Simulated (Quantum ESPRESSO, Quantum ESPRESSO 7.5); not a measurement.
# Terminations of Ge(111) and their dipole steps

Aim: how each group bound to the top atoms of Ge(111) shifts the vacuum level against a hydrogen-covered face.

Calculated with Quantum ESPRESSO 7.5; plane-wave DFT, PBE, GBRV ultrasoft pseudopotentials.

## (1) Starting point

The cell holds 12 atoms: 2 H and 10 Ge. Cell: a = 4.073 Å, b = 4.073 Å, c = 33.254 Å, α = 90.0°, β = 90.0°, γ = 120.0°. It derives from Ge. Vacuum lies along c.

## (2) Relaxing the ions, H on top

Unlike faces make a slab polar, so all members relax under open boundaries (ESM, bc1), which keep the symmetry; one bilayer in the middle is held.

H.relax.in

```
&control
  prefix = 'H.relax'
  outdir = './out'
  pseudo_dir = './pseudo'
  nstep = 40
  forc_conv_thr = 0.001
  calculation = 'relax'
/
&system
  ibrav = 0
  nat = 12
  ntyp = 2
  ecutwfc = 40
  ecutrho = 200
  occupations = 'smearing'
  smearing = 'fd'
  degauss = 0.002
  assume_isolated = 'esm'
  esm_bc = 'bc1'
  nbnd = 75
/
&electrons
  conv_thr = 1e-07
  mixing_beta = 0.4
  electron_maxstep = 120
  mixing_mode = 'plain'
/
&ions
/
ATOMIC_SPECIES
  H   1.0080  h_pbe_v1.4.uspp.F.UPF
  Ge  72.6300  ge_pbe_v1.4.uspp.F.UPF
CELL_PARAMETERS angstrom
  4.07293505963451 0.00000000000000 0.00000000000000
  -2.03646752981726 3.52726522960778 0.00000000000000
  0.00000000000000 0.00000000000000 33.25353458976204
ATOMIC_POSITIONS crystal
  H   0.000000000000 0.000000000000 -0.259424070292
  Ge  0.000000000000 0.000000000000 -0.212511763999
  Ge  0.333333333333 0.666666666667 -0.187510379999
  Ge  0.333333333333 0.666666666667 -0.112506228000
  Ge  0.666666666667 0.333333333333 -0.087504844000
  Ge  0.666666666667 0.333333333333 -0.012500692000 0 0 0
  Ge  0.000000000000 0.000000000000 0.012500692000 0 0 0
  Ge  0.000000000000 0.000000000000 0.087504844000
  Ge  0.333333333333 0.666666666667 0.112506228000
  Ge  0.333333333333 0.666666666667 0.187510379999
  Ge  0.666666666667 0.333333333333 0.212511763999
  H   0.666666666667 0.333333333333 0.259424070292
K_POINTS automatic
  6 6 1 0 0 0
```

The run is started by

```bash
> OMP_NUM_THREADS=1 mpirun -n 4 pw.x -nk 2 -in H.relax.in > H.relax.out
```

Log:

```text
Program PWSCF v.7.5 starts
[citation notice left out]

     Parallel version (MPI & OpenMP), running on       4 processor cores
     Number of MPI processes:                 4
     Threads/MPI process:                     1

     MPI processes distributed on     1 nodes
[...]
Current dimensions of program PWSCF are:
     Max number of different atomic species (ntypx) = 10
     Max number of k-points (npk) =  40000
     Max angular momentum in pseudopotentials (lmaxx) =  4
     Message from routine setup:
     using ibrav=0 with symmetry is DISCOURAGED, use correct ibrav instead

     K-points division:     npool     =       2
     R & G space division:  proc/nbgrp/npool/nimage =       2
     Subspace diagonalization in iterative solution of the eigenvalue problem:
     a serial algorithm will be used

     Parallelization info
     --------------------
     sticks:   dense  smooth     PW     G-vecs:    dense   smooth      PW
     Min         411     324     99                77070    55076    8903
     Max         412     325    100                77071    55109    8904
     Sum         823     649    199               154141   110185   17807

     Using Slab Decomposition

     bravais-lattice index     =            0
     lattice parameter (alat)  =       7.6967  a.u.
     unit-cell volume          =    3223.8885 (a.u.)^3
     number of atoms/cell      =           12
     number of atomic types    =            2
     number of electrons       =       142.00
     number of Kohn-Sham states=           75
     kinetic-energy cutoff     =      40.0000  Ry
     charge density cutoff     =     200.0000  Ry
     scf convergence threshold =      1.0E-07
     mixing beta               =       0.4000
     number of iterations used =            8  plain     mixing
     energy convergence thresh.=      1.0E-04
     force convergence thresh. =      1.0E-03
     Exchange-correlation=  SLA  PW   PBX  PBC
                           (   1   4   3   4   0   0   0)
     nstep                     =           40

     Effective Screening Medium Method
     =================================
     Boundary Conditions: Vacuum-Slab-Vacuum
     total charge in unit cell        =   0.0000
     grid points for fit at edges     =        4

     celldm(1)=   7.696732  celldm(2)=   0.000000  celldm(3)=   0.000000
     celldm(4)=   0.000000  celldm(5)=   0.000000  celldm(6)=   0.000000

     crystal axes: (cart. coord. in units of alat)
               a(1) = (   1.000000   0.000000   0.000000 )
               a(2) = (  -0.500000   0.866025   0.000000 )
               a(3) = (   0.000000   0.000000   8.164514 )

     reciprocal axes: (cart. coord. in units 2 pi/alat)
               b(1) = (  1.000000  0.577350 -0.000000 )
               b(2) = (  0.000000  1.154701  0.000000 )
               b(3) = (  0.000000 -0.000000  0.122481 )

     PseudoPot. # 1 for H  read from file:
     ./pseudo/h_pbe_v1.4.uspp.F.UPF
     Pseudo is Ultrasoft, Zval =  1.0
     Generated by new atomic code, or converted to UPF format
     Using radial grid of  615 points,  2 beta functions with:
                l(1) =   0
                l(2) =   0
     Q(r) pseudized with  8 coefficients,  rinner =    0.700

     PseudoPot. # 2 for Ge read from file:
     ./pseudo/ge_pbe_v1.4.uspp.F.UPF
     Pseudo is Ultrasoft + core correction, Zval = 14.0
     Generated by new atomic code, or converted to UPF format
     Using radial grid of  873 points,  6 beta functions with:
                l(1) =   0
                l(2) =   0
                l(3) =   1
                l(4) =   1
                l(5) =   2
                l(6) =   2
     Q(r) pseudized with  8 coefficients,  rinner =    1.400   1.400   1.400
                                                       1.400   1.400

     atomic species   valence    mass     pseudopotential
     H                 1.00     1.00800     H ( 1.00)
     Ge               14.00    72.63000     Ge( 1.00)

     12 Sym. Ops., with inversion, found ( 6 have fractional translation)

   Cartesian axes

     site n.     atom                  positions (alat units)
         1        H      tau(   1) = (   0.0000000   0.0000000  -2.1180714  )
         2        Ge     tau(   2) = (   0.0000000   0.0000000  -1.7350552  )
         3        Ge     tau(   3) = (  -0.0000000   0.5773503  -1.5309311  )
         4        Ge     tau(   4) = (  -0.0000000   0.5773503  -0.9185587  )
         5        Ge     tau(   5) = (   0.5000000   0.2886751  -0.7144345  )
         6        Ge     tau(   6) = (   0.5000000   0.2886751  -0.1020621  )
         7        Ge     tau(   7) = (   0.0000000   0.0000000   0.1020621  )
         8        Ge     tau(   8) = (   0.0000000   0.0000000   0.7144345  )
         9        Ge     tau(   9) = (  -0.0000000   0.5773503   0.9185587  )
        10        Ge     tau(  10) = (  -0.0000000   0.5773503   1.5309311  )
        11        Ge     tau(  11) = (   0.5000000   0.2886751   1.7350552  )
        12        H      tau(  12) = (   0.5000000   0.2886751   2.1180714  )

     number of k points=     7  Fermi-Dirac smearing, width (Ry)=  0.0020
                       cart. coord. in units 2pi/alat
        k(    1) = (   0.0000000   0.0000000   0.0000000), wk =   0.0555556
        k(    2) = (   0.0000000   0.1924501   0.0000000), wk =   0.3333333
        k(    3) = (   0.0000000   0.3849002   0.0000000), wk =   0.3333333
        k(    4) = (   0.0000000  -0.5773503   0.0000000), wk =   0.1666667
        k(    5) = (   0.1666667   0.2886751   0.0000000), wk =   0.3333333
        k(    6) = (   0.1666667   0.4811252   0.0000000), wk =   0.6666667
        k(    7) = (   0.3333333   0.5773503   0.0000000), wk =   0.1111111

     Dense  grid:   154141 G-vectors     FFT dimensions: (  36,  36, 288)

     Smooth grid:   110185 G-vectors     FFT dimensions: (  36,  36, 256)

     Estimated max dynamical RAM per process >     234.51 MB

     Estimated total dynamical RAM >     900.41 MB

     Check: negative core charge=   -0.000001

     Initial potential from superposition of free atoms

     starting charge     141.9912, renormalised to     142.0000

     negative rho (up, down):  5.356E-04 0.000E+00
     Starting wfcs are   92 randomized atomic wfcs

     total cpu time spent up to now is        2.8 secs

     per-process dynamical memory:    98.2 Mb

     Self-consistent Calculation

     iteration #  1     ecut=    40.00 Ry     beta= 0.40
     Davidson diagonalization with overlap
     ethr =  1.00E-02,  avg # of iterations =  2.6

     Threshold (ethr) on eigenvalues was too large:
[...]
ewald contribution        =  -26826.37385450 Ry

     convergence has been achieved in  11 iterations

     negative rho (up, down):  1.873E-04 0.000E+00

     Forces acting on atoms (cartesian axes, Ry/au):

     atom    1 type  1   force =     0.00000000    0.00000000    0.00545789
     atom    2 type  2   force =    -0.00000000    0.00000000    0.00180120
     atom    3 type  2   force =     0.00000000    0.00000000   -0.00119893
     atom    4 type  2   force =     0.00000000    0.00000000   -0.00278326
     atom    5 type  2   force =    -0.00000000   -0.00000000   -0.00111257
     atom    6 type  2   force =     0.00000000    0.00000000    0.00015964
     atom    7 type  2   force =    -0.00000000    0.00000000   -0.00015964
     atom    8 type  2   force =     0.00000000   -0.00000000    0.00111257
     atom    9 type  2   force =     0.00000000    0.00000000    0.00278326
     atom   10 type  2   force =     0.00000000    0.00000000    0.00119893
     atom   11 type  2   force =     0.00000000    0.00000000   -0.00180120
     atom   12 type  1   force =    -0.00000000   -0.00000000   -0.00545789

     Total force =     0.009323     Total SCF correction =     0.000417
     Energy error            =      2.7E-04 Ry
     Gradient error          =      5.5E-03 Ry/Bohr

     number of scf cycles    =   3
     number of bfgs steps    =   2

     energy             old  =   -2138.7934493956 Ry
     energy             new  =   -2138.7937148147 Ry

     CASE: energy            _new < energy            _old

     new trust radius        =       0.0194509996 bohr
     new conv_thr            =       0.0000000027 Ry

ATOMIC_POSITIONS (crystal)
H                0.0000000000        0.0000000000       -0.2589787938
Ge              -0.0000000000       -0.0000000000       -0.2118082827
Ge               0.3333333333        0.6666666667       -0.1880242493
Ge               0.3333333333        0.6666666667       -0.1127897214
Ge               0.6666666667        0.3333333333       -0.0875812842
Ge               0.6666666667        0.3333333333       -0.0125006920    0   0   0
Ge               0.0000000000        0.0000000000        0.0125006920    0   0   0
Ge              -0.0000000000       -0.0000000000        0.0875812842
Ge               0.3333333333        0.6666666667        0.1127897214
Ge               0.3333333333        0.6666666667        0.1880242493
Ge               0.6666666667        0.3333333333        0.2118082827
H                0.6666666667        0.3333333333        0.2589787938

[...]
NEW-OLD atomic charge density approx. for the potential

     Check: negative core charge=   -0.000001

     negative rho (up, down):  2.043E-04 0.000E+00

     total cpu time spent up to now is      393.3 secs

     per-process dynamical memory:   132.1 Mb

[...]
!    total energy              =   -2138.79393267 Ry
[...]
Total force =     0.010498     Total SCF correction =     0.000450
[...]
number of bfgs steps    =   3
[...]
energy             new  =   -2138.7939326701 Ry
[...]
new trust radius        =       0.0103263167 bohr
[...]
!    total energy              =   -2138.79402372 Ry
[...]
Total force =     0.007940     Total SCF correction =     0.000381
[...]
number of bfgs steps    =   4
[...]
energy             new  =   -2138.7940237164 Ry
[...]
new trust radius        =       0.0113589484 bohr
[...]
!    total energy              =   -2138.79410482 Ry
[...]
Total force =     0.004830     Total SCF correction =     0.000095
[...]
number of bfgs steps    =   5
[...]
energy             new  =   -2138.7941048226 Ry
[...]
new trust radius        =       0.0117798529 bohr
[...]
!    total energy              =   -2138.79425728 Ry
[...]
Total force =     0.004166     Total SCF correction =     0.000150
[...]
number of bfgs steps    =  10
[...]
energy             new  =   -2138.7942572777 Ry
[...]
new trust radius        =       0.0102172453 bohr
[...]
iteration # 23     ecut=    40.00 Ry     beta= 0.40
[...]
negative rho (up, down):  1.878E-04 0.000E+00

[...]
End of self-consistent calculation

          k = 0.0000 0.0000 0.0000 ( 13885 PWs)   bands (ev):

   -29.0053 -29.0053 -29.0028 -29.0028 -28.9946 -28.9946 -28.9860 -28.9860
   -28.9844 -28.9827 -28.9825 -28.9825 -28.9762 -28.9703 -28.9469 -28.9469
   -28.9362 -28.9362 -28.9238 -28.9238 -28.9165 -28.9165 -28.9155 -28.9155
   -28.8695 -28.8695 -28.7998 -28.7998 -28.7949 -28.7949 -28.7894 -28.7850
   -28.7850 -28.7812 -28.7747 -28.7747 -28.7710 -28.7700 -28.7584 -28.7584
   -28.7506 -28.7506 -28.7451 -28.7451 -28.7390 -28.7390 -28.7333 -28.7333
   -28.7331 -28.7331 -16.5549 -16.3516 -15.9511 -15.4297 -14.9224 -11.4896
   -10.9390  -9.8496  -8.4760  -6.9213  -5.5164  -5.5164  -5.3544  -5.3544
    -5.2031  -5.0554  -5.0554  -4.6927  -4.6927  -4.3840  -4.3840  -4.2070
    -4.1256  -4.0485  -3.7671

          k = 0.0000 0.1925 0.0000 ( 13773 PWs)   bands (ev):

   -29.0187 -29.0131 -29.0106 -29.0075 -29.0017 -28.9993 -28.9944 -28.9927
   -28.9902 -28.9895 -28.9830 -28.9794 -28.9683 -28.9547 -28.9381 -28.9338
   -28.9274 -28.9251 -28.9131 -28.9126 -28.9041 -28.9014 -28.8977 -28.8977
   -28.8670 -28.8669 -28.8324 -28.8174 -28.8161 -28.8057 -28.8005 -28.7969
   -28.7909 -28.7901 -28.7813 -28.7768 -28.7708 -28.7701 -28.7662 -28.7614
   -28.7501 -28.7460 -28.7421 -28.7420 -28.7326 -28.7317 -28.7247 -28.7242
   -28.7220 -28.7198 -16.2706 -16.0692 -15.6715 -15.1512 -14.6385 -11.5280
   -11.0046  -9.9987  -8.8399  -7.8046  -7.3372  -7.1633  -6.8525  -6.5416
    -6.0716  -5.9561  -5.8808  -5.5373  -5.1701  -5.1316  -4.7989  -3.1082
    -2.7129  -2.6070  -2.5516

          k = 0.0000 0.3849 0.0000 ( 13766 PWs)   bands (ev):

   -29.0269 -29.0200 -29.0147 -29.0125 -29.0098 -29.0073 -29.0061 -29.0025
   -29.0010 -28.9821 -28.9806 -28.9742 -28.9622 -28.9430 -28.9213 -28.9198
   -28.9148 -28.9110 -28.9094 -28.8950 -28.8945 -28.8797 -28.8790 -28.8715
   -28.8697 -28.8533 -28.8447 -28.8370 -28.8344 -28.8207 -28.8194 -28.8051
   -28.8026 -28.7982 -28.7961 -28.7915 -28.7889 -28.7802 -28.7718 -28.7562
   -28.7518 -28.7389 -28.7354 -28.7336 -28.7259 -28.7258 -28.7166 -28.7165
   -28.7128 -28.7098 -15.4642 -15.2746 -14.8957 -14.3927 -13.8675 -12.1144
   -11.6710 -11.0120 -10.4159  -9.8919  -8.4613  -8.3085  -7.7727  -7.0754
    -6.7931  -6.5908  -6.5554  -6.2277  -5.8013  -5.7761  -5.4555  -3.5434
    -3.3214  -3.0518  -2.7739

          k = 0.0000-0.5774 0.0000 ( 13766 PWs)   bands (ev):

   -29.0228 -29.0211 -29.0176 -29.0144 -29.0135 -29.0124 -29.0085 -29.0064
   -29.0055 -28.9765 -28.9725 -28.9572 -28.9522 -28.9472 -28.9399 -28.9242
   -28.9134 -28.9097 -28.9038 -28.9029 -28.8879 -28.8863 -28.8772 -28.8722
   -28.8555 -28.8435 -28.8383 -28.8359 -28.8258 -28.8169 -28.8124 -28.8112
   -28.7993 -28.7988 -28.7980 -28.7945 -28.7913 -28.7907 -28.7884 -28.7658
   -28.7636 -28.7329 -28.7301 -28.7285 -28.7245 -28.7223 -28.7143 -28.7143
   -28.7113 -28.7105 -14.6218 -14.5078 -14.2493 -13.8739 -13.4085 -12.8326
   -12.2324 -11.7250 -11.5576 -11.5212  -8.4231  -8.3491  -7.5936  -7.3654
    -7.0692  -6.9901  -6.8650  -6.4986  -6.0688  -6.0421  -5.7210  -3.7351
    -3.3741  -3.2031  -2.9922

          k = 0.1667 0.2887 0.0000 ( 13730 PWs)   bands (ev):

   -29.0247 -29.0187 -29.0174 -29.0166 -29.0103 -29.0075 -29.0055 -29.0054
   -29.0023 -28.9781 -28.9781 -28.9714 -28.9613 -28.9414 -28.9266 -28.9195
   -28.9109 -28.9091 -28.9033 -28.8976 -28.8925 -28.8885 -28.8804 -28.8714
   -28.8615 -28.8561 -28.8541 -28.8475 -28.8328
[key lines of the parts left out:]
total energy              =   -2138.79428981 Ry
the Fermi energy is    -4.2801 ev
convergence has been achieved in  19 iterations
```

Run time: 45 min. Hardware: 4 MPI ranks of Arm Neoverse V1, shared host; peak memory 1 GiB.

Step by step:

| step | energy less that of the first step (eV) | largest force (eV/Å) |
| --- | --- | --- |
| 1 | 0.0000 | 0.3031 |
| 2 | -0.0043 | 0.1404 |
| 3 | -0.0080 | 0.1403 |
| 4 | -0.0109 | 0.1379 |
| 5 | -0.0122 | 0.0915 |
| 6 | -0.0133 | 0.0756 |
| 7 | -0.0139 | 0.0556 |
| 8 | -0.0142 | 0.0557 |
| 9 | -0.0145 | 0.0473 |
| 10 | -0.0149 | 0.0447 |
| 11 | -0.0153 | 0.0537 |
| 12 | -0.0158 | 0.0655 |
| 13 | -0.0163 | 0.0749 |
| 14 | -0.0170 | 0.0764 |
| 15 | -0.0178 | 0.0552 |
| 16 | -0.0182 | 0.0212 |

The atoms that moved most (Å):

| atom | dx | dy | dz | length |
| --- | --- | --- | --- | --- |
| H1 | 0.000 | 0.000 | 0.081 | 0.081 |
| H12 | 0.000 | 0.000 | -0.081 | 0.081 |
| Ge11 | 0.000 | 0.000 | -0.080 | 0.080 |
| Ge2 | 0.000 | 0.000 | 0.080 | 0.080 |
| Ge3 | 0.000 | 0.000 | 0.031 | 0.031 |
| Ge10 | 0.000 | 0.000 | -0.031 | 0.031 |
| Ge4 | 0.000 | 0.000 | 0.017 | 0.017 |
| Ge9 | 0.000 | 0.000 | -0.017 | 0.017 |

The relaxation lowers the energy by 2 meV an atom. On the free atoms the largest force ends at 0.021 eV/Å.

Numbers from this step:

| Item | Value |
| --- | --- |
| free energy | -29099.7811 eV |
| energy at zero smearing | -29099.7807 eV |
| Fermi energy | -4.298 eV |
| vacuum line at the lower end of the cell, over the Fermi level | 4.298 eV |
| vacuum line at the upper end of the cell, over the Fermi level | 4.298 eV |

Electrostatic potential energy of an electron; zero at the Fermi level. The potential energy, planar mean by z:

z (Å), potential energy, planar mean (eV) and a bar from the least value:
```
      -16        4.3 ##############################
      -15        4.3 ##############################
      -14        4.3 ##############################
      -13        4.3 ##############################
      -12        4.3 ##############################
      -11        4.3 ##############################
      -10        4.3 ##############################
       -9        3.6 ############################
       -8        1.8 #########################
       -7       -7.7 #####
       -6       -6.2 ########
       -5        2.0 #########################
       -4       -5.5 #########
       -3       -8.3 ###
       -2        1.0 #######################
       -1       -2.3 ################
        0       -9.9 
        1       -2.3 ################
        2        1.0 #######################
        3       -8.3 ###
        4       -5.5 #########
        5        2.0 #########################
        6       -6.2 ########
        7       -7.7 #####
        8        1.8 #########################
        9        3.6 ############################
       10        4.3 ##############################
       11        4.3 ##############################
       12        4.3 ##############################
       13        4.3 ##############################
       14        4.3 ##############################
       15        4.3 ##############################
       16        4.3 ##############################
```

The vacuum levels are read from the outermost 0.7 Å of the cell on either side.

(Part 1 of 5 ends here.)

[Logs are printed without paths, hosts, clocks, repeated set-up lines and the standing remarks that a program may print on its own settings, such as how far it seeks lower states.]

[Hosts, paths, dates, database ids (printed as entryN), source tags and the programs' standing remarks are cut or masked in the printed files.]

[Maps of the electrostatic potential energy from Ansatz leave out the sawtooth potential of an applied field or a dipole correction, so their vacuum need not be flat; planar profiles and work functions include it.]
